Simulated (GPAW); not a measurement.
# Near-edge structure at the O K edge of La2O3 (P-3m1), part 3 of 3

How does the O K edge of La2O3 (P-3m1) move when the bonds are compressed or stretched?

GPAW 26.7.0; X-ray absorption from dipole matrix elements to empty bands, plane-wave PAW PBE.

So far. Step 4 (Spectrum with FCH, O atom 3): The hole costs E(hole) − E(ground) = 526.91 eV, and the lowest empty level of the hole cell on the spectrum's mesh lies at 11.97 eV, which puts the zero at 538.88 eV. One term is added: -8.91 eV, since the hole is spin-paired here and a spin-polarised one costs that much less in the free atom (computed apart). The photon energy is then 529.97 eV. The functional and the charged cell's background leave an error of a few eV in such absolute values.

## Step 7: Reference energy of the supercell

Level of this step: plane-wave PAW DFT, PBE, self-consistent field (GPAW).

The cell changes for the next run, so it gets a reference energy of its own.

The cell differs from the one that the last finished run ended in (a 6.740 → 6.942 Å, b 6.740 → 6.942 Å, c 7.193 → 7.409 Å).

The input, scf.py:

```python
import numpy as np
from ase import Atoms
from ase.parallel import parprint, paropen
from gpaw import GPAW, PW, FermiDirac, Mixer, MixerDif, setup_paths
from gpaw.test import gen
setup_paths.insert(0, '.')
gen('O', name='nch1s', xcname='PBE', corehole=(1, 0, 0), write_xml=True)
from gpaw.mpi import world
world.barrier()

atoms = Atoms('La6O9',
    cell=[[-6.01180729, 3.47091856, 0],
     [-6.01180729, -3.47091856, 0],
     [4.00787153, 0, 6.23182618]],
    scaled_positions=[[0.41541189, 0.74874523, 0.24623568],
     [0.74874523, 0.08207856, 0.24623568],
     [0.08207856, 0.41541189, 0.24623568],
     [0.25125477, 0.91792144, 0.75376432],
     [0.58458811, 0.25125477, 0.75376432],
     [0.91792144, 0.58458811, 0.75376432],
     [0, 0, 0],
     [0.33333333, 0.33333333, 0],
     [0.66666667, 0.66666667, 0],
     [0.54863022, 0.88196355, 0.64589065],
     [0.88196355, 0.21529688, 0.64589065],
     [0.21529688, 0.54863022, 0.64589065],
     [0.11803645, 0.78470312, 0.35410935],
     [0.45136978, 0.11803645, 0.35410935],
     [0.78470312, 0.45136978, 0.35410935]],
    pbc=True)
atoms.calc = calc = GPAW(legacy_gpaw=True, mode=PW(500, force_complex_dtype=True), xc='PBE', setups={6: 'nch1s'},
    kpts={'size': (3, 3, 3), 'gamma': True}, occupations=FermiDirac(0.02),
    charge=0, mixer=Mixer(0.1, 5, 50), maxiter=150,
    convergence={'density': 0.0001, 'eigenstates': 1e-6}, txt='scf.txt')
energy = atoms.get_potential_energy() + calc.get_reference_energy()
ef = calc.get_fermi_level()
out = dict(energy=energy, fermi=ef, forces=atoms.get_forces().tolist())
parprint(f'all-electron energy {energy:.4f} eV, Fermi level {ef:.4f} eV')
ev = np.array([[calc.get_eigenvalues(k, s) for k in range(len(calc.get_ibz_k_points()))] for s in range(calc.get_number_of_spins())])
out['homo'], out['lumo'], out['counts'] = ev[ev < ef].max(), ev[ev > ef].min(), sorted(set((ev < ef).sum((0, 2)).tolist()))
out['filled'] = (ev[:, 0] < ef).sum(1).tolist()
import json
with paropen('out.json', 'w') as f:
    json.dump(out, f)
```

Command:

```console
OMP_NUM_THREADS=1 mpirun -n 4 gpaw python scf.py
```

Numbers of over 12 decimals in the logs are rounded to 6 here.

The log of the run:

```text
Input parameters:
  convergence: {density: 0.0001,
                eigenstates: 1e-06}
  kpts: {gamma: True,
         size: (3, 3, 3)}
  maxiter: 150
  mixer: {backend: pulay,
          beta: 0.1,
          method: separate,
          nmaxold: 5,
          weight: 50}
  mode: {ecut: 500.0,
         force_complex_dtype: True,
         name: pw}
  occupations: {fixmagmom: False,
                name: fermi-dirac,
[...]
2s(2) :    -0.880545     1.081993
*s    :     0.119455
2p(4) :    -0.331818     0.878848
*p    :     0.668182
*d    :     0.000000
--------------------------------

Diagonalizing with gridspacing h=0.050

state   all-electron     PAW
-------------------------------
2s:      -0.880545    -0.881653
2p:      -0.331818    -0.335594
*d:                    0.049820
*f:                    0.077145
-------------------------------
all-electron energy -1405168.6210 eV, Fermi level 8.5974 eV
[key lines of the parts left out:]
Converged after 61 iterations.
Dipole moment: (0.000000, 0.000000, -0.000000) |e|*Ang
Free energy:   -122.213816
Fermi level: 8.59739
```

Run time: 5.1 min. Hardware: 4 MPI ranks of Intel Xeon Platinum 8259CL at 2.50GHz (Skylake/Cascade Lake), shared host; peak memory 0.42 GiB.

Reference energy: -1405168.621 eV with the cores included.

## Step 8: Spectrum with FCH, O atom 3

Shorter bonds are expected to push antibonding states and scattering resonances up, and longer ones down; the cell is scaled to test that.

Changed against the first core-hole run: volume scale from 1 to 1.06.

The input, xas.py:

```python
import numpy as np
from ase import Atoms
from ase.parallel import parprint, paropen
from gpaw import GPAW, PW, FermiDirac, Mixer, MixerDif, setup_paths
from gpaw.test import gen
setup_paths.insert(0, '.')
gen('O', name='fch1s', xcname='PBE', corehole=(1, 0, 1), write_xml=True)
from gpaw.mpi import world
world.barrier()

atoms = Atoms('La6O9',
    cell=[[-6.01180729, 3.47091856, 0],
     [-6.01180729, -3.47091856, 0],
     [4.00787153, 0, 6.23182618]],
    scaled_positions=[[0.41541189, 0.74874523, 0.24623568],
     [0.74874523, 0.08207856, 0.24623568],
     [0.08207856, 0.41541189, 0.24623568],
     [0.25125477, 0.91792144, 0.75376432],
     [0.58458811, 0.25125477, 0.75376432],
     [0.91792144, 0.58458811, 0.75376432],
     [0, 0, 0],
     [0.33333333, 0.33333333, 0],
     [0.66666667, 0.66666667, 0],
     [0.54863022, 0.88196355, 0.64589065],
     [0.88196355, 0.21529688, 0.64589065],
     [0.21529688, 0.54863022, 0.64589065],
     [0.11803645, 0.78470312, 0.35410935],
     [0.45136978, 0.11803645, 0.35410935],
     [0.78470312, 0.45136978, 0.35410935]],
    pbc=True)
atoms.calc = calc = GPAW(legacy_gpaw=True, mode=PW(500, force_complex_dtype=True), xc='PBE', setups={6: 'fch1s'},
    kpts={'size': (3, 3, 3), 'gamma': True}, occupations=FermiDirac(0.02),
    charge=0, mixer=Mixer(0.1, 5, 50), maxiter=150,
    convergence={'density': 0.0001, 'eigenstates': 1e-6}, txt='scf.txt')
energy = atoms.get_potential_energy() + calc.get_reference_energy()
ef = calc.get_fermi_level()
out = dict(energy=energy, fermi=ef, forces=atoms.get_forces().tolist())
parprint(f'all-electron energy {energy:.4f} eV, Fermi level {ef:.4f} eV')
ev = np.array([[calc.get_eigenvalues(k, s) for k in range(len(calc.get_ibz_k_points()))] for s in range(calc.get_number_of_spins())])
out['homo'], out['lumo'], out['counts'] = ev[ev < ef].max(), ev[ev > ef].min(), sorted(set((ev < ef).sum((0, 2)).tolist()))
out['filled'] = (ev[:, 0] < ef).sum(1).tolist()

from ase.units import Ha
from gpaw.xas import dipole_matrix_elements
nb = int(calc.get_number_of_electrons() / 2) + 187
top, nb = nb, nb + 8 + nb // 12
nscf = calc.fixed_density(kpts={'size': (4, 4, 4), 'gamma': True}, nbands=nb,
    convergence={'bands': top, 'eigenstates': 5e-3}, maxiter=60, txt='nscf.txt')
cell = atoms.cell.array
ops = [cell.T @ U.T @ np.linalg.inv(cell.T) for U in nscf.wfs.kd.symmetry.op_scc]
filled = [60]  # bands filled in the ground state, by spin
E = np.arange(-6, 34, 0.1)
fwhm = np.interp(E, [4, 25], [0.9, 3.5])
Y, X, zero, highest = 0, 0, 1e9, 1e9
for spin in range(nscf.get_number_of_spins()):
    wfs = nscf.wfs
    mine = wfs.bd.get_slice()  # this rank's bands
    A = dipole_matrix_elements(wfs.setups[6])
    eps = np.zeros((wfs.kd.nibzkpts, nb))
    d = np.zeros((3, A.shape[1], wfs.kd.nibzkpts, nb), complex)
    for kpt in wfs.kpt_u:
        if kpt.s == spin and 6 in kpt.P_ani:
            eps[kpt.k, mine] = kpt.eps_n * Ha
            d[:, :, kpt.k, mine] = (kpt.weight * wfs.nspins / 2) ** 0.5 * np.inner(A, kpt.P_ani[6])
    world.sum(eps)
    world.sum(d)
    T = np.einsum('amkn,bmkn->abkn', d, d.conj()).real
    T = sum(np.einsum('ai,ijkn,bj->abkn', R, T, R) for R in ops) / len(ops)
    empty = np.ones_like(eps, bool) & (np.arange(nb) >= filled[spin])
    zero, highest = min(zero, eps[empty].min()), min(highest, eps[:, top - 1].min())
    lines = [(eps, T, empty)] if spin == 0 else lines + [(eps, T, empty)]
for eps, T, empty in lines:
    f = np.einsum('aakn->akn', T).reshape(3, -1)
    x = eps.ravel() - zero
    w = np.interp(x, E, fwhm) / 2.35482
    g = np.exp(-0.5 * ((E[:, None] - x) / w) ** 2) / (w * (2 * np.pi) ** 0.5)
    Y = Y + (f * empty.ravel()) @ g.T
    X = X + (f * ~empty.ravel()) @ g.T
out.update(E=E.round(2).tolist(), xas=Y.tolist(), xes=X.tolist(), zero=zero, valid=highest - zero, nk=len(eps), nb=nb)
for i in range(0, len(E), 10):
    parprint(f'{E[i]:7.2f}', *(f'{v:10.3e}' for v in Y[:, i]))
import json
with paropen('out.json', 'w') as f:
    json.dump(out, f)
```

Command:

```console
OMP_NUM_THREADS=1 mpirun -n 4 gpaw python xas.py
```

The log of the run:

```text
Input parameters:
  convergence: {density: 0.0001,
                eigenstates: 1e-06}
  kpts: {gamma: True,
         size: (3, 3, 3)}
  maxiter: 150
  mixer: {backend: pulay,
          beta: 0.1,
          method: separate,
          nmaxold: 5,
          weight: 50}
  mode: {ecut: 500.0,
         force_complex_dtype: True,
         name: pw}
  occupations: {fixmagmom: False,
                name: fermi-dirac,
[...]
*p    :    -0.062351
*d    :     0.000000
--------------------------------

Diagonalizing with gridspacing h=0.050

state   all-electron     PAW
-------------------------------
2s:      -1.608483    -1.609927
2p:      -1.062351    -1.068630
*d:                   -0.061610
*f:                   -0.013338
-------------------------------
all-electron energy -1404641.0462 eV, Fermi level 8.7172 eV
[...]
32.00  4.441e-05  4.431e-05  5.229e-05
  33.00  4.635e-05  4.617e-05  4.599e-05
[key lines of the parts left out:]
Converged after 37 iterations.
Dipole moment: (-0.000000, 0.000000, -0.000000) |e|*Ang
Free energy:   -149.438131
Fermi level: 8.71718
```

It took 9.6 min on 4 MPI ranks; peak memory 0.89 GiB.

| E (eV) | first run | this run |
| --- | --- | --- |
| -2.0 | 0.00 | 0.00 |
| -1.0 | 0.00 | 0.00 |
| 0.0 | 0.19 | 0.26 |
| 1.0 | 2.33 | 2.69 |
| 2.0 | 2.20 | 1.91 |
| 3.0 | 1.12 | 1.13 |
| 4.0 | 0.97 | 1.14 |
| 5.0 | 1.47 | 1.67 |
| 6.0 | 1.83 | 1.45 |
| 7.0 | 0.78 | 0.52 |
| 8.0 | 0.49 | 0.56 |
| 9.0 | 0.67 | 0.75 |
| 10.0 | 0.72 | 0.59 |
| 11.0 | 0.52 | 0.48 |
| 12.0 | 0.51 | 0.57 |
| 13.0 | 0.65 | 0.74 |
| 14.0 | 0.79 | 0.85 |
| 15.0 | 0.84 | 0.85 |
| 16.0 | 0.82 | 0.79 |
| 17.0 | 0.78 | 0.81 |
| 18.0 | 0.83 | 0.91 |
| 19.0 | 0.92 | 0.96 |
| 20.0 | 0.97 | 0.99 |
| 21.0 | 1.02 | 1.06 |
| 22.0 | 1.08 | 1.14 |
| 23.0 | 1.14 | 1.16 |
| 24.0 | 1.15 | 1.09 |
| 25.0 | 1.09 | 0.99 |
| 26.0 | 1.00 | 0.88 |
| 27.0 | 0.90 | 0.79 |
| 28.0 | 0.80 | 0.75 |

Against the first run the r.m.s. difference is 15 %. A shift of -0.2 eV leaves 8 %. The highest intensity below 16 eV goes from 1.4 eV (3.02) to 1.2 eV (2.90).

The photon energy of the zero moves by -0.12 eV.

## Step 9: Supercell without a hole, the energy reference

The cell changes for the next run, so it gets a reference energy of its own.

The cell differs from the one that the last finished run ended in (a 6.942 → 7.007 Å, b 6.942 → 7.007 Å, c 7.409 → 7.479 Å).

Edit scf.py of step 7 so:

```diff
@@ -11,5 +11,5 @@
 atoms = Atoms('La6O9',
-    cell=[[-6.01180729, 3.47091856, 0],
-     [-6.01180729, -3.47091856, 0],
-     [4.00787153, 0, 6.23182618]],
+    cell=[[-6.06799566, 3.50335893, 0],
+     [-6.06799566, -3.50335893, 0],
+     [4.04533044, 0, 6.29007092]],
     scaled_positions=[[0.41541189, 0.74874523, 0.24623568],
```

Command:

```console
OMP_NUM_THREADS=1 mpirun -n 4 gpaw python scf.py
```

The log of the run:

```text
Input parameters:
  convergence: {density: 0.0001,
                eigenstates: 1e-06}
  kpts: {gamma: True,
         size: (3, 3, 3)}
  maxiter: 150
  mixer: {backend: pulay,
          beta: 0.1,
          method: separate,
          nmaxold: 5,
          weight: 50}
  mode: {ecut: 500.0,
         force_complex_dtype: True,
         name: pw}
  occupations: {fixmagmom: False,
                name: fermi-dirac,
[...]
2s(2) :    -0.880545     1.081993
*s    :     0.119455
2p(4) :    -0.331818     0.878848
*p    :     0.668182
*d    :     0.000000
--------------------------------

Diagonalizing with gridspacing h=0.050

state   all-electron     PAW
-------------------------------
2s:      -0.880545    -0.881653
2p:      -0.331818    -0.335594
*d:                    0.049820
*f:                    0.077145
-------------------------------
all-electron energy -1405168.3146 eV, Fermi level 8.2110 eV
[key lines of the parts left out:]
Converged after 47 iterations.
Dipole moment: (0.000000, -0.000000, -0.000000) |e|*Ang
Free energy:   -121.907496
Fermi level: 8.21101
```

Wall time 4.4 min (4 MPI ranks); peak memory 0.44 GiB; 18 min of CPU time.

Reference energy: -1405168.315 eV with the cores included.

## Step 10: Spectrum with FCH, O atom 3

Shorter bonds are expected to push antibonding states and scattering resonances up, and longer ones down; the cell is scaled to test that.

Changed against the first core-hole run: volume scale from 1 to 1.09.

Edit xas.py of step 8 so:

```diff
@@ -11,5 +11,5 @@
 atoms = Atoms('La6O9',
-    cell=[[-6.01180729, 3.47091856, 0],
-     [-6.01180729, -3.47091856, 0],
-     [4.00787153, 0, 6.23182618]],
+    cell=[[-6.06799566, 3.50335893, 0],
+     [-6.06799566, -3.50335893, 0],
+     [4.04533044, 0, 6.29007092]],
     scaled_positions=[[0.41541189, 0.74874523, 0.24623568],
@@ -44,3 +44,3 @@
 from gpaw.xas import dipole_matrix_elements
-nb = int(calc.get_number_of_electrons() / 2) + 187
+nb = int(calc.get_number_of_electrons() / 2) + 192
 top, nb = nb, nb + 8 + nb // 12
```

Command:

```console
OMP_NUM_THREADS=1 mpirun -n 4 gpaw python xas.py
```

The log of the run:

```text
Input parameters:
  convergence: {density: 0.0001,
                eigenstates: 1e-06}
  kpts: {gamma: True,
         size: (3, 3, 3)}
  maxiter: 150
  mixer: {backend: pulay,
          beta: 0.1,
          method: separate,
          nmaxold: 5,
          weight: 50}
  mode: {ecut: 500.0,
         force_complex_dtype: True,
         name: pw}
  occupations: {fixmagmom: False,
                name: fermi-dirac,
[...]
*p    :    -0.062351
*d    :     0.000000
--------------------------------

Diagonalizing with gridspacing h=0.050

state   all-electron     PAW
-------------------------------
2s:      -1.608483    -1.609927
2p:      -1.062351    -1.068630
*d:                   -0.061610
*f:                   -0.013338
-------------------------------
all-electron energy -1404640.4331 eV, Fermi level 8.6053 eV
[...]
32.00  4.697e-05  4.700e-05  4.956e-05
  33.00  4.933e-05  4.943e-05  4.245e-05
[key lines of the parts left out:]
Converged after 33 iterations.
Dipole moment: (0.000000, -0.000000, -0.000000) |e|*Ang
Free energy:   -148.824951
Fermi level: 8.60528
```

The job ended after 10 min (4 MPI ranks; peak memory 0.93 GiB; 41 min of CPU time).

| E (eV) | first run | this run |
| --- | --- | --- |
| -2.0 | 0.00 | 0.00 |
| -1.0 | 0.00 | 0.00 |
| 0.0 | 0.19 | 0.30 |
| 1.0 | 2.33 | 2.76 |
| 2.0 | 2.20 | 1.85 |
| 3.0 | 1.12 | 1.12 |
| 4.0 | 0.97 | 1.23 |
| 5.0 | 1.47 | 1.76 |
| 6.0 | 1.83 | 1.14 |
| 7.0 | 0.78 | 0.51 |
| 8.0 | 0.49 | 0.62 |
| 9.0 | 0.67 | 0.75 |
| 10.0 | 0.72 | 0.53 |
| 11.0 | 0.52 | 0.49 |
| 12.0 | 0.51 | 0.61 |
| 13.0 | 0.65 | 0.79 |
| 14.0 | 0.79 | 0.86 |
| 15.0 | 0.84 | 0.84 |
| 16.0 | 0.82 | 0.79 |
| 17.0 | 0.78 | 0.84 |
| 18.0 | 0.83 | 0.93 |
| 19.0 | 0.92 | 0.96 |
| 20.0 | 0.97 | 1.01 |
| 21.0 | 1.02 | 1.09 |
| 22.0 | 1.08 | 1.16 |
| 23.0 | 1.14 | 1.14 |
| 24.0 | 1.15 | 1.05 |
| 25.0 | 1.09 | 0.94 |
| 26.0 | 1.00 | 0.83 |
| 27.0 | 0.90 | 0.77 |
| 28.0 | 0.80 | 0.75 |

Against the first run the r.m.s. difference is 21 %. A shift of -0.2 eV leaves 13 %. The highest intensity below 16 eV goes from 1.4 eV (3.02) to 1.1 eV (2.83).

The photon energy of the zero moves by -0.18 eV.

## Step 11: The volumes side by side

```
volume  nearest distance (Å)  shift of the zero (eV)  maximum 1 (eV above own zero)  maximum 2 (eV above own zero)
  0.97                 2.696                   +0.05                            1.5                            6.2
     1                 2.723                   +0.00                            1.4                            5.9
  1.06                 2.777                   -0.12                            1.2                            5.5
  1.09                 2.802                   -0.18                            1.1                            5.3
```

The curves, each shifted by its zero's change so that they share one photon-energy axis, counted from the zero at V × 1:

```
E (eV)  V × 0.97  V × 1  V × 1.06  V × 1.09
  -2.0      0.00   0.00      0.00      0.00
  -1.0      0.00   0.00      0.00      0.00
   0.0      0.14   0.19      0.40      0.57
   1.0      1.92   2.33      2.85      2.82
   2.0      2.54   2.20      1.79      1.67
   3.0      1.18   1.12      1.09      1.07
   4.0      0.94   0.97      1.20      1.34
   5.0      1.33   1.47      1.73      1.82
   6.0      1.79   1.83      1.28      0.90
   7.0      1.15   0.78      0.51      0.51
   8.0      0.49   0.49      0.59      0.67
   9.0      0.58   0.67      0.75      0.72
  10.0      0.75   0.72      0.57      0.50
  11.0      0.59   0.52      0.48      0.51
  12.0      0.50   0.51      0.59      0.64
  13.0      0.60   0.65      0.76      0.81
  14.0      0.74   0.79      0.85      0.86
  15.0      0.82   0.84      0.84      0.83
  16.0      0.83   0.82      0.79      0.79
  17.0      0.79   0.78      0.82      0.86
  18.0      0.79   0.83      0.91      0.94
  19.0      0.88   0.92      0.96      0.96
  20.0      0.96   0.97      1.00      1.02
  21.0      1.00   1.02      1.07      1.11
  22.0      1.05   1.08      1.14      1.16
  23.0      1.11   1.14      1.15      1.13
  24.0      1.15   1.15      1.08      1.03
  25.0      1.13   1.09      0.98      0.92
  26.0      1.06   1.00      0.87      0.82
  27.0      0.97   0.90      0.79      0.76
  28.0      0.86   0.80      0.75      0.75
```

## Step 12: Outcome

```yaml
absorber_and_edge: O K, atom 3 of the ground-state input (counted from 1)
surroundings: 6 La at 2.72 Å (octahedral, site symmetry -3m)
highest_intensity_below_16_ev: 1.4 eV above the zero, height 3.02
photon_energy_of_the_zero_with_the_added_terms: 530.0 eV (raw 538.9 eV; uncertain by a few eV)
```

From V × 0.97 to V × 1.09 the nearest distance grows by 0.107 Å and the zero moves by -0.22 eV. Above their own zero, the maxima move from 1.5 to 1.1 eV and from 6.2 to 5.3 eV. The O K edge of atom 3, with 6 La at 2.72 Å (octahedral, site symmetry -3m), has its highest intensity of the first 16 eV at 1.4 eV above the zero, near 531 eV in photon energy (uncertain by a few eV), 3.0 times the mean level of the first 20 eV (Gaussian full width 0.9 eV up to 4 eV, rising linearly to 3.5 eV at 25 eV). At the O K edge of atom 3 polarisation matters most near 6.2 eV, where the curves differ by 2.0 on this scale. The crystal has 2 inequivalent O sites and not all are shown here, while a measurement adds them all. The mesh is coarse (0.28 Å⁻¹ between points), so small maxima may be mesh ripples. The structure is a computed Materials Project entry and may be a hypothetical form.

[Banner, clock and machine lines of the logs are left out without a mark of their own.]

[Logs are printed without paths, hosts, clocks, repeated set-up lines and the standing remarks that a program may print on its own settings, such as how far it seeks lower states.]

[Hosts, paths, dates, database ids (printed as entryN), source tags and the programs' standing remarks are cut or masked in the printed files.]

[Lists of maxima count a maximum above −3 eV only where it reaches 4 % of the highest in the window and stands out from its surroundings by 2 % of it (1.5 % where it reaches 55 %); shoulders and weaker maxima are passed over, and of the rest the first, up to two pre-edge ones and the few strongest are named.]
